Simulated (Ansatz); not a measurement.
# ZrSnB in the AlB2 type: lattice stability ahead of a resistivity run

The plan: relax ZrSnB in the AlB2 type, check its phonons, and, if the lattice is stable, compute its Eliashberg function and ρ(T).

Program: Ansatz 0.2.0. Level of theory: DFT PBEsol, scalar-relativistic, plane waves, PAW; PAW set soft_1. Results are calculated unless marked as measured.

The structure was built from a prototype and need not be the compound's stable phase.

## 1. The structure

Symmetry: P-6m2, No. 187, hexagonal system. Conventional cell: a = 3.978 Å, b = 3.978 Å, c = 4.177 Å, α = 90.00°, β = 90.00°, γ = 120.00°. Nearest to Zr lie 6 B at 3.10 Å and 6 Sn at 3.10 Å. Nearest to B lie 3 Sn at 2.30 Å and 6 Zr at 3.10 Å. Nearest to Sn lie 3 B at 2.30 Å and 6 Zr at 3.10 Å. Farther neighbours are not listed.

## 2. Rough relaxation

Large forces or a large pressure at the start call for a first relaxation with loose thresholds.

File input.yaml:

```yaml
crystal:
  lattice:
    - [3.97806, 0.0, 0.0]
    - [-1.98903, 3.4451, 0.0]
    - [0.0, 0.0, 4.17697]
  atoms:
    - { symbol: Zr, position: [0.0, 0.0, 0.0] }
    - { symbol: B, position: [0.33333333, 0.66666667, 0.5] }
    - { symbol: Sn, position: [0.66666667, 0.33333333, 0.5] }
kpoints:
  mp_grid: { grid: [6, 6, 6] }
hamiltonian:
  xc: pbesol
  pseudopotentials: { kind: paw, azcp: { folder: soft_1 }, xc_functional: pbe }
scf:
  occupations: { method: gaussian, width: 0.1 }
output:
  forces: true
  stress: true
  eigenvalues: true
relax:
  adjacent_minimum: "off"
  f_tol: 0.05
  max_steps: 80
  cell: { stress_tol: 0.5 }
```

The run is started by

```console
ansatz run input.yaml --threads 4 --pin off --max-ram 12288MiB --backend cpu --events-out ev --progress --plain --runs-dir out
```

Numbers of over 12 decimals in the logs are rounded to 6 here.

Log:

```text
The last accepted step is kept in <dir> (removed where the run ends without a failure and the disk answers)
Engine: ansatz 0.2.0, x86_64-unknown-linux-gnu
Pseudopotentials: kind: paw
Pseudopotential: Zr, paw, valence charge 12, recommended cutoff 420 eV (normal), soft_1/Zr.paw.azcp
Pseudopotential: B, paw, valence charge 3, recommended cutoff 420 eV (normal), soft_1/B.paw.azcp
Pseudopotential: Sn, paw, valence charge 14, recommended cutoff 420 eV (normal), soft_1/Sn.paw.azcp
Functional definition: PBEsol
  exchange = pbesol_x
  correlation = pbesol_c
Crystal: 3 atoms, lattice volume = 57.245 Å³
Basis set: ecut = 420 eV, 1129 PW (Γ), exchange–correlation on 54×54×60 points (8 copies of the dense FFT grid, shifted against one another)
Bands: 19, of which v1, the nominal top of the filled ones, is band 15 counted from 1 (14 counted from 0)
Symmetry: 12 space group operations
Space group: P-6m2 (ITA 187), of the structure as read, at distance tolerance 3.9e-5 Å
k-points: 28 of 216 (time reversal used)
Non-local potential: Zr, projectors of the file, l = 0: 3, l = 1: 2, l = 2: 2, l = 3: 1
Non-local potential: B, projectors of the file, l = 0: 2, l = 1: 2, l = 2: 1
Non-local potential: Sn, projectors of the file, l = 0: 2, l = 1: 2, l = 2: 2, l = 3: 1
PAW form: soft (Blöchl's): semilocal exchange-correlation on the pseudo side does not see the compensation charge
PAW frozen core: Zr, regenerated for the run's functional, and the local potential with it (the file was generated under x = pbe(κ = 0.804, μ = 0.219515), c = pbe(β = 0.066725))
PAW frozen core: B, regenerated for the run's functional, and the local potential with it (the file was generated under x = pbe(κ = 0.804, μ = 0.219515), c = pbe(β = 0.066725))
PAW frozen core: Sn, regenerated for the run's functional, and the local potential with it (the file was generated under x = pbe(κ = 0.804, μ = 0.219515), c = pbe(β = 0.066725))
PAW one-centre angular grid: Zr, 590 points (default); XC on 64 Gauss nodes
PAW one-centre angular grid: B, 110 points (default); XC on 64 Gauss nodes
PAW one-centre angular grid: Sn, 590 points (default); XC on 64 Gauss nodes
Initial density: superposition of atomic densities (chi_scale 0.1, normalization cell, long waves kept (reshape's long-wave potential 0.00 eV rms))
Initial wavefunctions: pseudopotential atomic-orbital guess
Functional: x = pbesol(κ = 0.804, μ = 0.123457), c = pbesol(β = 0.046)
SCF iter   1: F=—  HF=-10230.632363 eV  |F-HF|=—  |Δ(HF+E_count)|=         —  Δρ=3.62e-2  dr2=1.32e0  ethr=3.10e-3  ⟨swp⟩=5.9  Hψ=2725  notcnv=0
preconditioner: auto → Kerker (q_TF=auto, 2.436 Å⁻¹)  [metal: Δε(μ)=0.024 eV  Ē_g=13.144 eV  σ=0.100 eV  W_gap=0.14  n_scr=20 (ndim 8)  ℏωp=22.5 eV  f_vac=0.000  D(μ)=4.21/eV (n_scr^D=52)]
SCF iter   2: F=—  HF=-10230.261396 eV  |F-HF|=—  |Δ(HF+E_count)|=   3.71e-1  Δρ=1.92e-2  dr2=3.48e-1  ethr=3.10e-3  ⟨swp⟩=2.1  Hψ=1123  notcnv=0  defer=6
SCF iter   3: F=—  HF=-10230.148212 eV  |F-HF|=—  |Δ(HF+E_count)|=   1.13e-1  Δρ=5.30e-3  dr2=2.47e-2  ethr=1.20e-3  ⟨swp⟩=2.0  Hψ=798  notcnv=0  defer=6
SCF iter   4: F=—  HF=-10230.140237 eV  |F-HF|=—  |Δ(HF+E_count)|=   7.97e-3  Δρ=9.01e-4  dr2=6.65e-4  ethr=8.51e-5  ⟨swp⟩=2.1  Hψ=867  notcnv=0  defer=5
SCF iter   5: F=—  HF=-10230.139940 eV  |F-HF|=—  |Δ(HF+E_count)|=   2.97e-4  Δρ=2.54e-4  dr2=8.44e-5  ethr=2.29e-6  ⟨swp⟩=3.0  Hψ=969  notcnv=0  defer=5
SCF iter   6: F=—  HF=-10230.139912 eV  |F-HF|=—  |Δ(HF+E_count)|=   2.85e-5  Δρ=9.74e-5  dr2=1.09e-5  ethr=2.91e-7  ⟨swp⟩=2.0  Hψ=651  notcnv=0  defer=5
SCF iter   7: F=—  HF=-10230.139909 eV  |F-HF|=—  |Δ(HF+E_count)|=   2.82e-6  Δρ=2.51e-5  dr2=5.83e-7  ethr=3.76e-8  ⟨swp⟩=2.0  Hψ=678  notcnv=0  defer=5
SCF iter   8: F=-10230.139909 eV  HF=-10230.139909 eV  |F-HF|=8.36e-9  |Δ(HF+E_count)|=   1.30e-7  Δρ=5.48e-6  dr2=2.01e-8  ethr=3.45e-10  ⟨swp⟩=7.4  Hψ=2592  notcnv=0
SCF 1 converged in 8 iterations: F = -10230.139909 eV  dr2 = 2.01e-8
  greatest PAW one-centre occupation: 0.994 electrons in one spin orbital (limit 2), on the Zr atom at site 0 (counted from 0), in its partial waves of l = 0
relax step   1: F+E_penalty+E_count = -10230.13990902 eV  Δ(F+E_penalty+E_count) = +0.000e0 eV  max|allowed force component| = 1.359e-16 eV/Å  Δτ_max = 0.0000 Å  P = -12.635 GPa  Ω = 57.245 Å³  (8 SCF iters, dr2 threshold 1.00e-7 eV, accepted)
Crystal: 3 atoms, lattice volume = 51.707 Å³
Basis set: ecut = 420 eV, 1033 PW (Γ), exchange–correlation on 54×54×60 points (8 copies of the dense FFT grid, shifted against one another)
Initial density: handed on by an earlier stage of this run
Initial wavefunctions: those handed on with the density
iter 1 solved again at ethr=1.05e-4 eV; its pass at ethr=3.10e-3 eV (dr2=3.04e-2 eV) is discarded
SCF iter   1: F=—  HF=-10230.479320 eV  |F-HF|=—  |Δ(HF+E_count)|=         —  Δρ=5.80e-3  dr2=3.25e-2  ethr=1.05e-4  ⟨swp⟩=1.0  Hψ=3220  notcnv=0
preconditioner: auto → Kerker (q_TF=auto, 2.478 Å⁻¹)  [metal: Δε(μ)=0.033 eV  Ē_g=14.715 eV  σ=0.100 eV  W_gap=0.18  n_scr=20 (ndim 8)  ℏωp=23.7 eV  f_vac=0.000  D(μ)=3.62/eV (n_scr^D=28)]
SCF iter   2: F=—  HF=-10230.471215 eV  |F-HF|=—  |Δ(HF+E_count)|=   8.11e-3  Δρ=3.19e-3  dr2=9.73e-3  ethr=1.05e-4  ⟨swp⟩=2.3  Hψ=703  notcnv=0
SCF iter   3: F=—  HF=-10230.467660 eV  |F-HF|=—  |Δ(HF+E_count)|=   3.55e-3  Δρ=5.88e-4  dr2=2.89e-4  ethr=3.36e-5  ⟨swp⟩=2.0  Hψ=690  notcnv=0
SCF iter   4: F=—  HF=-10230.467554 eV  |F-HF|=—  |Δ(HF+E_count)|=   1.07e-4  Δρ=1.49e-4  dr2=1.23e-5  ethr=9.96e-7  ⟨swp⟩=2.0  Hψ=821  notcnv=0
SCF iter   5: F=—  HF=-10230.467549 eV  |F-HF|=—  |Δ(HF+E_count)|=   4.45e-6  Δρ=3.55e-5  dr2=9.45e-7  ethr=4.24e-8  ⟨swp⟩=2.1  Hψ=913  notcnv=0
SCF iter   6: F=-10230.467549 eV  HF=-10230.467549 eV  |F-HF|=7.32e-8  |Δ(HF+E_count)|=   1.90e-7  Δρ=1.03e-5  dr2=1.08e-7  ethr=1.03e-9  ⟨swp⟩=6.9  Hψ=2582  notcnv=0
SCF 2 converged in 6 iterations: F = -10230.467549 eV  dr2 = 1.08e-7
relax step   2: F+E_penalty+E_count = -10230.46754885 eV  Δ(F+E_penalty+E_count) = -3.276e-1 eV  max|allowed force component| = 2.467e-17 eV/Å  Δτ_max = 0.0000 Å  P = -3.912 GPa  Ω = 51.707 Å³  energy of the carried Pulay correction = +9.330e-4 eV  (6 SCF iters, dr2 threshold 3.00e-7 eV, accepted)
Crystal: 3 atoms, lattice volume = 49.007 Å³
Basis set: ecut = 420 eV, 937 PW (Γ), exchange–correlation on 54×54×60 points (8 copies of the dense FFT grid, shifted against one another)
iter 1 solved again at ethr=8.41e-5 eV; its pass at ethr=3.10e-3 eV (dr2=2.44e-2 eV) is discarded
SCF iter   1: F=—  HF=-10230.537549 eV  |F-HF|=—  |Δ(HF+E_count)|=         —  Δρ=4.99e-3  dr2=2.53e-2  ethr=8.41e-5  ⟨swp⟩=1.2  Hψ=3305  notcnv=0
preconditioner: auto → none  [metal: Δε(μ)=0.023 eV  Ē_g=15.039 eV  σ=0.100 eV  W_gap=0.13  n_scr=8 (ndim 8)  ℏωp=24.3 eV  f_vac=0.000  D(μ)=2.77/eV (n_scr^D=20)]
SCF iter   2: F=—  HF=-10230.530120 eV  |F-HF|=—  |Δ(HF+E_count)|=   7.43e-3  Δρ=1.62e-3  dr2=1.41e-3  ethr=8.41e-5  ⟨swp⟩=2.1  Hψ=713  notcnv=0
SCF iter   3: F=—  HF=-10230.529778 eV  |F-HF|=—  |Δ(HF+E_count)|=   3.42e-4  Δρ=4.39e-4  dr2=5.97e-5  ethr=4.86e-6  ⟨swp⟩=2.9  Hψ=821  notcnv=0
SCF iter   4: F=—  HF=-10230.529760 eV  |F-HF|=—  |Δ(HF+E_count)|=   1.85e-5  Δρ=1.20e-4  dr2=2.94e-6  ethr=2.06e-7  ⟨swp⟩=2.0  Hψ=686  notcnv=0
iter 5 did not close the SCF: its close was put off for the readings that it lacked (scf_convergence_deferred on its scf_iter line)
SCF iter   5: F=-10230.529760 eV  HF=-10230.529761 eV  |F-HF|=7.83e-8  |Δ(HF+E_count)|=   1.04e-6  Δρ=1.90e-5  dr2=1.66e-7  ethr=1.02e-8  ⟨swp⟩=2.3  Hψ=929  notcnv=0
SCF iter   6: F=-10230.529761 eV  HF=-10230.529761 eV  |F-HF|=2.66e-9  |Δ(HF+E_count)|=   1.29e-8  Δρ=4.20e-6  dr2=7.21e-9  ethr=5.74e-10  ⟨swp⟩=3.0  Hψ=2080  notcnv=0
the search or the solves at the SCF's close seem to have found levels that the self-consistency loop had missed (the run counts 1). By its estimate they hold under 1e-12 electrons; where the run keeps them, the occupations were computed again with them
SCF 3 converged in 6 iterations: F = -10230.529761 eV  dr2 = 7.21e-9
  greatest PAW one-centre occupation: 0.995 electrons in one spin orbital (limit 2), on the Zr atom at site 0 (counted from 0), in its partial waves of l = 0
relax step   3: F+E_penalty+E_count = -10230.52976054 eV  Δ(F+E_penalty+E_count) = -6.221e-2 eV  max|allowed force component| = 2.477e-17 eV/Å  Δτ_max = 0.0000 Å  P = +1.488 GPa  Ω = 49.007 Å³  energy of the carried Pulay correction = +1.431e-3 eV  (6 SCF iters, dr2 threshold 3.00e-7 eV, accepted)
[...]
relax step   4: F+E_penalty+E_count = -10230.53306460 eV  Δ(F+E_penalty+E_count) = -3.304e-3 eV  max|allowed force component| = 1.495e-16 eV/Å  Δτ_max = 0.0000 Å  P = +0.087 GPa  Ω = 49.483 Å³  energy of the carried Pulay correction = +1.345e-3 eV  (6 SCF iters, dr2 threshold 3.00e-7 eV, accepted)
Basis set: ecut = 420 eV, 961 PW (Γ), exchange–correlation on 54×54×54 points (8 copies of the dense FFT grid, shifted against one another)
Initial wavefunctions: pseudopotential atomic-orbital guess (no wavefunctions were taken with the density)
iter 1 solved again at ethr=1.82e-7 eV; its pass at ethr=3.10e-3 eV (dr2=5.29e-5 eV) is discarded
SCF iter   1: F=—  HF=-10230.532381 eV  |F-HF|=—  |Δ(HF+E_count)|=         —  Δρ=8.55e-5  dr2=4.38e-7  ethr=1.82e-7  ⟨swp⟩=3.2  Hψ=4174  notcnv=0
preconditioner: auto → none  [metal: Δε(μ)=0.035 eV  Ē_g=15.094 eV  σ=0.100 eV  W_gap=0.19  n_scr=8 (ndim 8)  ℏωp=24.2 eV  f_vac=0.000  D(μ)=3.00/eV (n_scr^D=26)]
SCF iter   2: F=—  HF=-10230.532367 eV  |F-HF|=—  |Δ(HF+E_count)|=   1.42e-5  Δρ=4.22e-5  dr2=1.05e-7  ethr=1.51e-9  ⟨swp⟩=2.1  Hψ=845  notcnv=0
SCF iter   3: F=—  HF=-10230.532367 eV  |F-HF|=—  |Δ(HF+E_count)|=   2.97e-7  Δρ=7.60e-6  dr2=8.48e-9  ethr=3.62e-10  ⟨swp⟩=2.0  Hψ=750  notcnv=0
iter 4 did not close the SCF: its close was put off for the readings that it lacked (scf_convergence_deferred on its scf_iter line)
SCF iter   4: F=-10230.532367 eV  HF=-10230.532367 eV  |F-HF|=6.55e-11  |Δ(HF+E_count)|=   6.21e-9  Δρ=1.03e-6  dr2=1.59e-10  ethr=2.93e-11  ⟨swp⟩=2.0  Hψ=832  notcnv=0
iter 5 did not close the SCF: its close was put off for the readings that it lacked (scf_convergence_deferred on its scf_iter line)
SCF iter   5: F=-10230.532367 eV  HF=-10230.532367 eV  |F-HF|=7.28e-12  |Δ(HF+E_count)|=  9.64e-11  Δρ=1.42e-7  dr2=1.24e-11  ethr=1.00e-12  ⟨swp⟩=2.5  Hψ=947  notcnv=0
SCF iter   6: F=-10230.532367 eV  HF=-10230.532367 eV  |F-HF|=1.82e-12  |Δ(HF+E_count)|=  7.28e-12  Δρ=3.25e-8  dr2=4.68e-13  ethr=1.00e-12  ⟨swp⟩=1.8  Hψ=1211  notcnv=0
SCF 5 converged in 6 iterations: F = -10230.532367 eV  dr2 = 4.68e-13
relax step   5: F+E_penalty+E_count = -10230.53236711 eV  Δ(F+E_penalty+E_count) = +6.975e-4 eV  max|allowed force component| = 1.528e-16 eV/Å  Δτ_max = 0.0000 Å  P = +0.070 GPa  Ω = 49.483 Å³  stress off target by 1.24e-1 GPa  SCF on the basis re-selected at this cell (its energy is not comparable with the rows above)  (6 SCF iters)
basis re-selected at this cell: Δ(F+E_penalty+E_count) = +6.975e-4 eV, ΔP = -0.017 GPa vs the last step (what re-selecting the basis moved, of the pressure what is left beyond the Pulay correction that the steps carried, after the strain that the cell walked since its last selection, with what the two solves' SCF thresholds leave and, on support functions, any second-order correction that the steps lacked; it is no measure of the basis error at this ecutwfc). The dense FFT grid was sized anew with the basis: this SCF ran on 27×27×27 points, the steps before it on 27×27×30, so part of this shift can come from that change (see relax.cell in the input reference). [rest of the remark cut]
SCF converged after 6 iterations
Free energy (F): -10230.532367 eV
Harris-Foulkes:  -10230.532367 eV  (|F-HF|=1.82e-12)
Internal energy: -10230.517388 eV  (E = F + TS)
E sigma→0 (E₀):  -10230.524878 eV
Entropy (-TS):   -0.014979 eV (-4.993 meV/atom)
Fermi energy:    15.178183 eV
--- Per-component energies (eV) ---
  E_band       = -105.290080
  E_kinetic    = 534.965631
  E_local      = -1497.480831  (includes V_loc(G=0)·N_el)
  E_nonlocal   = 232.811636
  E_hartree    = 675.599393
  E_xc         = -311.860451
  E_vxc        = -302.726497  (∫ρ·V_xc dr)
  E_paw        = -7282.493282  (= ΣΔE_a)
  E_vpaw       = -424.059086  (= ΣTr[D̂ρ^β])
  E_aug_tail   = 0.000272  (compensation charges beyond the density's cutoff)
  E_ewald      = -2582.525028
  E_core_change = 0.465271  (= ΣΔE_core)
  E_smearing   = -0.014979  (= −TS)
  E_closure    = 0.000000  (closes the sum)
  Σ components = -10230.532367   (vs F -10230.532367, Δ=0.00e0)
--- Forces (eV/Å), atoms counted from 1 ---
  atom   1  Zr     0.00000000     0.00000000     0.00000000
  atom   2  B      0.00000000     0.00000000     0.00000000
  atom   3  Sn    -0.00000000    -0.00000000     0.00000000
  max |Σ_I F_I| component: 9.69e-17 eV/Å
--- Stress (GPa, compression-positive) ---
        0.124494      -0.000000       0.000000
       -0.000000       0.124494       0.000000
        0.000000       0.000000      -0.038487
  P = ⅓ Tr σ = 0.0702 GPa (0.702 kbar)
--- Band table (eV; the first three rows and the last of 28) ---
  k-point 0: bands = [... 11 lower, 11.6766, 12.8209, 12.9277, 14.8356, 16.0916, 16.0916, 16.8623, 16.8623]
  k-point 1: bands = [... 11 lower, 11.9351, 11.9351, 14.2591, 14.9732, 14.9732, 15.1196, 17.0779, 17.0779]
  k-point 2: bands = [... 11 lower, 12.6518, 12.6518, 14.0269, 14.0269, 15.6356, 15.7889, 15.8024, 15.8024]
  k-point 27: bands = [... 11 lower, 9.8496, 11.2093, 11.8132, 16.8019, 16.9253, 17.7313, 17.9639, 18.0072]
--- Relaxed structure (4 steps of the walk, 4 accepted, 1 SCFs on fresh bases) ---
  F+E_penalty+E_count = -10230.53236711 eV   max|allowed force component| = 1.528e-16 eV/Å   (the final SCF, on the basis selected at the relaxed cell)
  cell:  # Å, volume = 49.4830 Å³
    - [3.897180, 0, 0.0]
    - [-1.948590, 3.375057, 0.0]
    - [0.0, 0.0, 3.762046]
  atoms:
    - { symbol: Zr, position: [0, 0, 0.0] }
    - { symbol: B, position: [0.333333, 0.666667, 0.5] }
    - { symbol: Sn, position: [0.666667, 0.333333, 0.5] }
```

Run time: 5.4 s. Hardware: 4 threads of Intel Xeon Platinum 8375C at 2.90GHz (Ice Lake), shared host; peak memory 0.47 GiB; 19 s of CPU time.

Step by step:

| step | energy less that of the first step (eV) | largest force component (eV/Å) | pressure (GPa) | volume (Å³) |
| --- | --- | --- | --- | --- |
| 1 | 0.0000 | 0.0000 | -12.63 | 57.24 |
| 2 | -0.3276 | 0.0000 | -3.91 | 51.71 |
| 3 | -0.3899 | 0.0000 | 1.49 | 49.01 |
| 4 | -0.3932 | 0.0000 | 0.09 | 49.48 |
| 5* | -0.3925 | 0.0000 | 0.07 | 49.48 |

Relaxation steps marked * repeat the geometry before them on a plane-wave basis chosen anew for their cell, so energy and pressure can jump there.

Forces are held to the 12 operations that the run works with; a distortion that breaks them can't arise in this run.

| conventional cell, symmetrised | before | after | change |
| --- | --- | --- | --- |
| a (Å) | 3.978 | 3.897 | -2.0 % |
| b (Å) | 3.978 | 3.897 | -2.0 % |
| c (Å) | 4.177 | 3.762 | -9.9 % |
| volume (Å³/atom) | 19.08 | 16.49 | -13.6 % |

The relaxed structure:

```cif
data_structure
_symmetry_space_group_name_H-M 'P 1'
_symmetry_Int_Tables_number 1
_cell_length_a 3.8972
_cell_length_b 3.8972
_cell_length_c 3.7620
_cell_angle_alpha 90.000
_cell_angle_beta 90.000
_cell_angle_gamma 120.000
_cell_volume 49.48
loop_
_atom_site_label
_atom_site_type_symbol
_atom_site_fract_x
_atom_site_fract_y
_atom_site_fract_z
_atom_site_occupancy
Zr1 Zr 0.00000 0.00000 0.00000 1
B2 B 0.33333 0.66667 0.50000 1
Sn3 Sn 0.66667 0.33333 0.50000 1
```

This step gave:

- pressure: 0.07017 GPa
- volume per atom: 16.49 Å³/atom
- metallic on mesh: yes
- gap on the k-mesh: 0 eV

The largest force is now zero by symmetry and the largest stress component 0.12 GPa.

## 3. Relaxation

The structure is brought to rest under this functional.

input.yaml, the sections that differ from step 2:

```yaml
crystal:
  lattice:
    - [3.8971803505, 0.0, 0.0]
    - [-1.9485901753, 3.3750571867, 0.0]
    - [0.0, 0.0, 3.7620458384]
  atoms:
    - { symbol: Zr, position: [0.0, 0.0, 0.0] }
    - { symbol: B, position: [0.3333333333, 0.6666666667, 0.5] }
    - { symbol: Sn, position: [0.6666666667, 0.3333333333, 0.5] }
kpoints:
  mp_grid: { grid: [9, 9, 8] }
relax:
  adjacent_minimum: "off"
  f_tol: 0.005
  max_steps: 80
  cell: { stress_tol: 0.05 }
# hamiltonian, scf, output: as in step 2
```

Log:

```text
[the first part of the log is left out]
  E_paw        = -7282.540497  (= ΣΔE_a)
  E_vpaw       = -424.137009  (= ΣTr[D̂ρ^β])
  E_aug_tail   = 0.000272  (compensation charges beyond the density's cutoff)
  E_ewald      = -2583.755315
  E_core_change = 0.465271  (= ΣΔE_core)
  E_smearing   = -0.012700  (= −TS)
  E_closure    = 0.000000  (closes the sum)
  Σ components = -10230.531250   (vs F -10230.531250, Δ=0.00e0)
[...]
--- Stress (GPa, compression-positive) ---
       -0.001055       0.000000       0.000000
        0.000000      -0.001055      -0.000000
       -0.000000      -0.000000       0.000585
  P = ⅓ Tr σ = -0.0005 GPa (-0.005 kbar)
--- Band table (eV; the first three rows and the last of 60) ---
[...]
--- Relaxed structure (4 steps of the walk, 3 accepted, 1 SCFs on fresh bases) ---
[...]
cell:  # Å, volume = 49.4097 Å³
    - [3.889806, 2.881291924382847e-11, 0]
    - [-1.944903, 3.368670, 0]
    - [0, 0, 3.770730]
  atoms:
    - { symbol: Zr, position: [0, 0, 0] }
    - { symbol: B, position: [0.333333, 0.666667, 0.5] }
    - { symbol: Sn, position: [0.666667, 0.333333, 0.5] }
```

Run time: 9.2 s. Hardware: 4 threads; peak memory 0.52 GiB; 34 s of CPU time.

Step by step:

| step | energy less that of the first step (eV) | largest force component (eV/Å) | pressure (GPa) | volume (Å³) |
| --- | --- | --- | --- | --- |
| 1 | 0.0000 | 0.0000 | -0.28 | 49.48 |
| 2 | -0.0003 | 0.0000 | 0.07 | 49.38 |
| 3 | -0.0003 | 0.0000 | -0.07 | 49.44 |
| 4 | -0.0003 | 0.0000 | 0.00 | 49.41 |
| 5 | -0.0003 | 0.0000 | 0.00 | 49.41 |

The log counts 1 steps on a newly chosen plane-wave basis, not all of them marked here; energy and pressure can jump at such steps. Relaxation step 3 was tried and not accepted.

| conventional cell, symmetrised | before | after | change |
| --- | --- | --- | --- |
| a (Å) | 3.897 | 3.890 | -0.2 % |
| b (Å) | 3.897 | 3.890 | -0.2 % |
| c (Å) | 3.762 | 3.771 | +0.2 % |
| volume (Å³/atom) | 16.49 | 16.47 | -0.1 % |

The relaxed structure:

```xyz
3
Lattice="3.8898 0.0000 0.0000 -1.9449 3.3687 0.0000 0.0000 0.0000 3.7707" Properties=species:S:1:pos:R:3 pbc="T T T"
Zr    0.0000    0.0000    0.0000
B     0.0000    2.2458    1.8854
Sn    1.9449    1.1229    1.8854
```

Numbers from this step:

```yaml
pressure: -5.09e-4 GPa
volume_per_atom: 16.47 Å³/atom
```

The largest force is now zero by symmetry and the largest stress component 0.0011 GPa.

[end of part 1 of 2]

[Logs are printed without paths, hosts, clocks, repeated set-up lines and the standing remarks that a program may print on its own settings, such as how far it seeks lower states.]

[Hosts, paths, dates, database ids (printed as entryN), source tags and the programs' standing remarks are cut or masked in the printed files.]
